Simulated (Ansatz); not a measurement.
# Optical response of Zn3PIr (model structure), part 2 of 2

Aim: the dielectric function of Zn3PIr (model structure), and the optical constants that follow from it. This is a made-up structure; whether it can be made isn't tested. It was built so: All Mn replaced by Zn and N replaced by P in the Pm-3m structure of Mn3IrN.

Ansatz 0.2.0; DFT, PBE, plane-wave PAW, default files, scalar-relativistic, independent-particle optical response without local fields.

So far: The system as given; Relaxation. The relaxed cell has a = 4.468 Å (conventional setting).

## 3. Ground state and bands

First the ground state: is it a metal or has it a gap?

This step: DFT, PBE, plane-wave PAW, default files, scalar-relativistic, ground state (Ansatz 0.2.0).

The input, input.yaml:

```yaml
crystal:
  lattice:
    - [4.468159742, 0.0, 0.0]
    - [0.0, 4.468159742, 0.0]
    - [0.0, 0.0, 4.468159742]
  atoms:
    - { symbol: Ir, position: [0.0, 0.0, 0.0] }
    - { symbol: Zn, position: [0.5, 0.5, 0.0] }
    - { symbol: Zn, position: [0.5, 0.0, 0.5] }
    - { symbol: Zn, position: [0.0, 0.5, 0.5] }
    - { symbol: P, position: [0.5, 0.5, 0.5] }
kpoints:
  mp_grid: { grid: [5, 5, 5] }
  band_path:
    path:
      - [[0.0, 0.0, 0.0], [0.0, 0.5, 0.0], [0.5, 0.5, 0.0], [0.0, 0.0, 0.0], [0.5, 0.5, 0.5], [0.0, 0.5, 0.0]]
      - [[0.5, 0.5, 0.0], [0.5, 0.5, 0.5]]
    npoints: 11
scf:
  occupations: { method: fermi_dirac, width: 0.05 }
  n_extra_bands: 9
hamiltonian:
  xc: pbe
  pseudopotentials: { kind: paw }
output:
  forces: true
  stress: true
  populations: true
  write_bands: true
```

On the command line:

```bash
ansatz run input.yaml --threads 2 --pin off --max-ram 5120MiB --backend cpu --events-out ev --progress --plain --runs-dir out
```

What it wrote:

```text
[...]
Crystal: 5 atoms, lattice volume = 89.204 Å³
Basis set: ecut = 420 eV, 1743 PW (Γ), exchange–correlation on 60×60×60 points (8 copies of the dense FFT grid, shifted against one another)
Bands: 38, of which v1, the nominal top of the filled ones, is band 29 counted from 1 (28 counted from 0)
Symmetry: 48 space group operations
[...]
k-points: 10 of 125
[...]
SCF iter   1: F=—  HF=-22644.293281 eV  |F-HF|=—  |Δ(HF+E_count)|=         —  Δρ=6.29e-3  dr2=1.13e-1  ethr=1.77e-3  ⟨swp⟩=7.7  Hψ=1889  notcnv=0
[...]
SCF iter   7: F=-22644.282187 eV  HF=-22644.282187 eV  |F-HF|=9.31e-9  |Δ(HF+E_count)|=   1.15e-7  Δρ=5.96e-6  dr2=4.46e-8  ethr=1.72e-10  ⟨swp⟩=10.4  Hψ=2022  notcnv=0
SCF 1 converged in 7 iterations: F = -22644.282187 eV  dr2 = 4.46e-8
[...]
NSCF: frozen V_eff on 68 k-points
SCF converged after 7 iterations
Free energy (F): -22644.282187 eV
[...]
Internal energy: -22644.267686 eV  (E = F + TS)
E sigma→0 (E₀):  -22644.274936 eV
Entropy (-TS):   -0.014501 eV (-2.900 meV/atom)
Fermi energy:    10.269381 eV
[...]
--- Stress (GPa, compression-positive) ---
        0.007671       0.000000       0.000000
        0.000000       0.007671       0.000000
        0.000000      -0.000000       0.007671
  P = ⅓ Tr σ = 0.0077 GPa (0.077 kbar)
--- Band table (eV; the first three rows and the last of 10) ---
  k-point 0: bands = [... 25 lower, 8.0938, 9.8171, 9.8171, 9.8171, 11.5522, 11.5522, 14.3164, 14.3164, ... 5 higher]
  k-point 1: bands = [... 25 lower, 9.2402, 9.7628, 9.7628, 9.8224, 11.0812, 11.6821, 13.4513, 13.7027, ... 5 higher]
  k-point 2: bands = [... 25 lower, 9.7522, 9.7522, 9.8311, 9.9956, 10.1652, 10.6703, 12.6448, 12.6448, ... 5 higher]
  k-point 9: bands = [... 25 lower, 8.9005, 10.1456, 10.1456, 10.2436, 10.5643, 10.5643, 11.8557, 14.9332, ... 5 higher]
--- Löwdin populations: 5 sites ---
  site symbol       q [e]
     0     Ir     17.9881
     1     Zn     10.8549
     2     Zn     10.8549
     3     Zn     10.8549
     4      P      6.3012
  spilling = 0.019757 (of n_electrons = 58.000000)
```

Run time: 3.4 s. Hardware: 2 threads of Arm Neoverse V2, shared host; peak memory 0.39 GiB; 6.5 s of CPU time.

Numbers from this step:

```
free energy         : -22644.2822 eV
Fermi energy        : 10.27 eV
electrons           : 58
symmetry operations : 48
pressure            : 0.007671 GPa
volume              : 89.20 Å³
gap on the path     : 0 eV
```

There are states at the Fermi level within the smearing, so the occupations stay smeared and the carriers get a Drude term. The cell is left with a pressure of 0.0 GPa after its relaxation.

Electronic bands along the path, in eV, zero at the Fermi level; # counts the bands kept:

```
          point    #22    #23    #24    #25    #26   #27   #28   #29
              Γ  -2.18  -0.45  -0.45  -0.45   1.28  1.28  4.05  4.05
0.55 of the way  -0.59  -0.53  -0.53  -0.44   0.48  1.16  3.00  3.00
              X  -0.51  -0.51  -0.44  -0.37  -0.33  0.19  2.20  2.20
0.45 of the way  -0.80  -0.72  -0.53  -0.33   0.48  1.35  2.76  3.04
              M  -1.14  -1.14  -0.28  -0.24   1.67  2.84  2.84  4.67
0.55 of the way  -0.88  -0.75  -0.45  -0.28   0.94  1.58  1.82  3.43
              Γ  -2.18  -0.45  -0.45  -0.45   1.28  1.28  4.05  4.05
0.45 of the way  -1.03  -0.51  -0.50  -0.50   1.80  1.80  2.25  2.25
              R  -1.39  -0.19  -0.19   0.04   0.07  0.07  0.07  6.07
0.45 of the way  -1.21  -0.26  -0.20  -0.07   0.72  1.13  2.54  3.70
              X  -0.51  -0.51  -0.44  -0.37  -0.33  0.19  2.20  2.20
      jump to M  -1.14  -1.14  -0.28  -0.24   1.67  2.84  2.84  4.67
0.45 of the way  -1.21  -0.47  -0.24  -0.20   1.21  1.21  2.65  2.70
              R  -1.39  -0.19  -0.19   0.04   0.07  0.07  0.07  6.07
```

## 4. Spectrum

The spectrum is a sum over vertical transitions between filled and empty bands at the fixed density, so many empty bands are needed.

This step: DFT, PBE, plane-wave PAW, default files, scalar-relativistic, independent-particle optical response without local fields (Ansatz 0.2.0).

input.yaml, the sections that differ from step 3:

```yaml
kpoints:
  mp_grid: { grid: [7, 7, 7] }
scf:
  occupations: { method: fermi_dirac, width: 0.1 }
output:
  optics:
    e_range: [0, 25]
    de: 0.05
    sigma: 0.1
    drude_damping: 0.1
    nscf_kmesh: { grid: [8, 8, 8] }
    bands: auto
# crystal, hamiltonian: as in step 3
```

What it wrote:

```text
[...]
Crystal: 5 atoms, lattice volume = 89.204 Å³
Basis set: ecut = 420 eV, 1743 PW (Γ)
Bands: 35, of which v1, the nominal top of the filled ones, is band 29 counted from 1 (28 counted from 0)
Symmetry: 48 space group operations
[...]
k-points: 20 of 343
[...]
SCF iter   1: F=—  HF=-22644.296026 eV  |F-HF|=—  |Δ(HF+E_count)|=         —  Δρ=6.10e-3  dr2=9.99e-2  ethr=1.77e-3  ⟨swp⟩=6.7  Hψ=3112  notcnv=0
[...]
SCF iter  11: F=-22644.286252 eV  HF=-22644.286252 eV  |F-HF|=3.64e-12  |Δ(HF+E_count)|=  1.46e-11  Δρ=3.78e-8  dr2=1.62e-12  ethr=1.00e-12  ⟨swp⟩=3.2  Hψ=2199  notcnv=0
SCF 1 converged in 11 iterations: F = -22644.286252 eV  dr2 = 1.62e-12
[...]
output.optics: what the bands over the 137 summed would add to eps1, eps2 and the energy-loss function is held between a lower and an upper bound (5 Lanczos steps). eps1, eps2 and their loss function (loss_summed_bands) are given on every row as the summed bands alone make them. Along an axis, on a row where the two bounds hold the loss function to about 1 % of the greater of itself and 0.5 % of |1/eps|, its cell (loss_completed) is given, with the completed eps1 and eps2 that it is formed of (a cell that is left empty reads nan in the table and null in the record). The two bounds hold it so along every axis on all 500 rows up to 25.000 eV. [rest of the remark cut]
SCF converged after 11 iterations
Free energy (F): -22644.286252 eV
[...]
Internal energy: -22644.214989 eV  (E = F + TS)
E sigma→0 (E₀):  -22644.250620 eV
Entropy (-TS):   -0.071263 eV (-14.253 meV/atom)
Fermi energy:    10.369086 eV
[...]
--- Band table (eV; the first three rows and the last of 20) ---
  k-point 0: bands = [... 25 lower, 8.0912, 9.8153, 9.8153, 9.8153, 11.5504, 11.5504, 14.3180, 14.3180, ... 2 higher]
  k-point 1: bands = [... 25 lower, 8.7975, 9.7823, 9.7823, 9.8182, 11.2973, 11.6708, 13.6551, 14.0022, ... 2 higher]
  k-point 2: bands = [... 25 lower, 9.7403, 9.7424, 9.7424, 9.8247, 10.6868, 11.3542, 13.1949, 13.1949, ... 2 higher]
  k-point 19: bands = [... 25 lower, 8.8867, 10.1399, 10.1399, 10.2852, 10.4288, 10.4288, 11.2360, 15.4473, ... 2 higher]
```

Run time: 99 s. Hardware: 2 threads; peak memory 1.3 GiB.

Read from the output:

```
main peak of the optical conductivity above 1 eV, first axis : 1.387 eV
centre of weight of the strongest loss peak in the window    : 15.99 eV
Drude plasma energy, first axis                              : 2.675 eV
bands summed                                                 : 137
spectra valid up to                                          : 55.0510 eV
program's estimate of the k-sum error in Im epsilon          : 0.3 %
electrons in the f-sum                                       : 38.64
```

The Im ε, any direction has structure finer than the step of the table below, so its rows give means over 1 eV. Peaks (eV: height): 1.4: 59.8.

The Im ε, any direction by photon energy; means over each step:

```
photon energy (eV)  Im ε, any direction
                 1                 52.1
                 2                 33.3
                 3                 18.0
                 4                 6.98
                 5                 5.11
                 6                 3.99
                 7                 3.29
                 8                 2.35
                 9                 1.98
                10                 1.66
                11                 1.24
                12                0.979
                13                 1.14
                14                 1.05
                15                0.749
                16                0.584
                17                0.560
                18                0.502
                19                0.562
                20                0.588
                21                0.572
                22                0.530
                23                0.443
                24                0.386
```

The Re ε, any direction by photon energy:

```
photon energy (eV)  Re ε, any direction
               0.5                 22.9
               1.0                 26.2
               1.5                -5.97
               2.0                -2.33
               2.5                -8.52
               3.0                -13.5
               3.5                -9.96
               4.0                -6.26
               4.5                -4.72
               5.0                -4.29
               5.5                -3.17
               6.0                -2.13
               6.5                -2.39
               7.0                -1.99
               7.5                -2.00
               8.0                -1.64
               8.5                -1.25
               9.0                -1.15
               9.5               -0.938
              10.0                -1.02
              10.5               -0.739
              11.0               -0.702
              11.5               -0.438
              12.0               -0.148
              12.5             -0.00998
              13.0               0.0487
              13.5              -0.0936
              14.0               0.0115
              14.5               -0.207
              15.0             -0.00857
              15.5               0.0519
              16.0                0.151
              16.5                0.287
              17.0                0.336
              17.5                0.377
              18.0                0.452
              18.5                0.544
              19.0                0.618
              19.5                0.584
              20.0                0.556
              20.5                0.544
              21.0                0.649
              21.5                0.616
              22.0                0.487
              22.5                0.597
              23.0                0.579
              23.5                0.610
              24.0                0.702
              24.5                0.730
              25.0                0.753
```

The loss function −Im 1/ε at q → 0, any direction has structure finer than the step of the table below, so its rows give means over 0.5 eV. Peaks (eV: height): 11.95: 1.06, 16.10: 1.65, 21.80: 1.22.

Loss function −Im 1/ε at q → 0, any direction against energy loss; means over each step:

```
energy loss (eV)  loss function −Im 1/ε at q → 0, any direction
             1.0                                         0.0158
             1.5                                         0.0209
             2.0                                         0.0309
             2.5                                         0.0330
             3.0                                         0.0351
             3.5                                         0.0493
             4.0                                         0.0815
             4.5                                          0.100
             5.0                                          0.119
             5.5                                          0.156
             6.0                                          0.183
             6.5                                          0.199
             7.0                                          0.210
             7.5                                          0.237
             8.0                                          0.289
             8.5                                          0.339
             9.0                                          0.396
             9.5                                          0.410
            10.0                                          0.449
            10.5                                          0.543
            11.0                                          0.606
            11.5                                          0.811
            12.0                                           1.02
            12.5                                          0.940
            13.0                                          0.865
            13.5                                          0.895
            14.0                                          0.958
            14.5                                           1.05
            15.0                                           1.36
            15.5                                           1.48
            16.0                                           1.63
            16.5                                           1.42
            17.0                                           1.30
            17.5                                           1.25
            18.0                                           1.10
            18.5                                          0.923
            19.0                                          0.820
            19.5                                          0.870
            20.0                                          0.904
            20.5                                          0.886
            21.0                                          0.770
            21.5                                          0.872
            22.0                                           1.03
            22.5                                          0.854
            23.0                                          0.830
            23.5                                          0.743
            24.0                                          0.615
            24.5                                          0.578
```

Values under 1 per cm are given as 1. Table of absorption coefficient, any direction by photon energy:

photon energy (eV), log10 absorption coefficient, any direction (1/cm) and a bar from the least value:
```
     1.00        5.6 
     2.00        5.9 ###################
     3.00        6.1 ##############################
     4.00        6.0 ##########################
     5.00        6.1 ############################
     6.00        6.0 ###########################
     7.00        6.1 #############################
     8.00        6.1 #############################
     9.00        6.1 ############################
    10.00        6.1 #############################
    11.00        6.1 ###########################
    12.00        6.0 #####################
    13.00        6.0 #######################
    14.00        6.0 ########################
    15.00        6.0 ######################
    16.00        5.9 #################
    17.00        5.9 ###############
    18.00        5.8 ###########
    19.00        5.8 ############
    20.00        5.8 ###############
    21.00        5.8 ###############
    22.00        5.8 #############
    23.00        5.8 ############
    24.00        5.7 #########
    25.00        5.8 #############
```

The reflectivity at normal incidence, any direction by photon energy; read off at these points:

photon energy (eV), reflectivity at normal incidence, any direction (%) and a bar:
```
     0.50       64.7 ###########################
     1.00       62.9 ##########################
     1.50       68.8 #############################
     2.00       62.0 ##########################
     2.50       64.6 ###########################
     3.00       69.4 #############################
     3.30       72.3 ##############################
     3.50       69.5 #############################
     4.00       62.3 ##########################
     4.50       55.2 #######################
     5.00       56.5 #######################
     5.50       50.8 #####################
     6.00       43.2 ##################
     6.50       46.3 ###################
     7.00       42.4 #################
     7.30       48.4 ####################
     7.50       45.8 ###################
     8.00       42.1 #################
     8.50       37.7 ###############
     9.00       37.9 ###############
     9.50       33.4 #############
     9.80       37.6 ###############
    10.00       37.3 ###############
    10.50       32.9 #############
    11.00       33.4 #############
    11.50       29.1 ############
    12.00       21.3 ########
    12.50       17.4 #######
    13.00       16.3 ######
    13.50       19.3 #######
    14.00       16.9 ######
    14.50       23.1 #########
    15.00       18.1 #######
    15.50       16.2 ######
    16.00       13.3 #####
    16.50        9.3 ###
    17.00        8.2 ###
    17.50        7.0 ##
    18.00        5.5 ##
    18.50        3.8 #
    19.00        3.6 #
    19.50        4.6 #
    20.00        4.4 #
    20.50        4.4 #
    21.00        3.4 #
    21.50        4.7 #
    22.00        4.5 #
    22.50        3.5 #
    23.00        3.2 #
    23.50        2.8 
    24.00        1.9 
    24.50        1.7 
    25.00        2.0
```

Optical constants at common wavelengths, from n + ik = √ε:

```
wavelength (nm)     n      k  R (%)     1/α
           1550  6.38  3.763   62.8   33 nm
            800  4.36  5.087   68.1   13 nm
            532  3.45  4.341   64.3  9.8 nm
            450  2.73  4.399   67.2  8.1 nm
            365  1.32  3.630   71.6  8.0 nm
            308  1.16  2.720   61.6  9.0 nm
            193  0.97  1.850   46.8  8.3 nm
```

In reflection the computed colour is light grey: x = 0.307, y = 0.323, luminous reflectivity 63 %.

## 5. Outcome

| Quantity | Value |
| --- | --- |
| gap on the path | 0 eV |
| main peak of the optical conductivity above 1 eV, first axis | 1.39 eV |
| Drude plasma energy, first axis | 2.67 eV |
| centre of weight of the strongest loss peak in the window, first axis | 16.0 eV |

At this level (PBE, independent particles) Zn3PIr is a metal with a Drude plasma energy of 2.7 eV; it reflects 64 % at 550 nm. The cell grew by 58.9 % in volume. Along x the bare Drude plasma energy is 2.7 eV; Re ε first rises through zero at 0.34 eV, far lower, because interband transitions screen the carriers. Im ε is 68 there, so the loss peak at that energy is weak. The strongest loss structure up to 25 eV has its centre of weight at 16.0 eV; a free-electron gas of the 38.6 electrons in the f-sum would put its plasmon at 24.4 eV. In reflection the computed colour is light grey: x = 0.307, y = 0.323, luminous reflectivity 63 %. In the base run ε includes the program's bounded estimate of what the bands above those summed add. The carriers' damping of 0.1 eV is typed, not computed; at 0.8 eV the carriers give 3 % of Im ε, the rest is interband. Spin-orbit coupling is left out although heavy atoms are present. The Fermi-Dirac width of 0.1 eV acts as an electron temperature of 1200 K in the carriers' term.

[Long decimals in the printed logs are rounded to 6 places.]

[Logs are printed without paths, hosts, clocks, repeated set-up lines and the standing remarks that a program may print on its own settings, such as how far it seeks lower states.]

[Hosts, paths, dates, database ids (printed as entryN), source tags and the programs' standing remarks are cut or masked in the printed files.]

[Where the starting crystal was built by hand or by swapping elements, it need not be the compound's stable phase.]

[The count of steps not shown may lack steps that the program refused or didn't finish.]
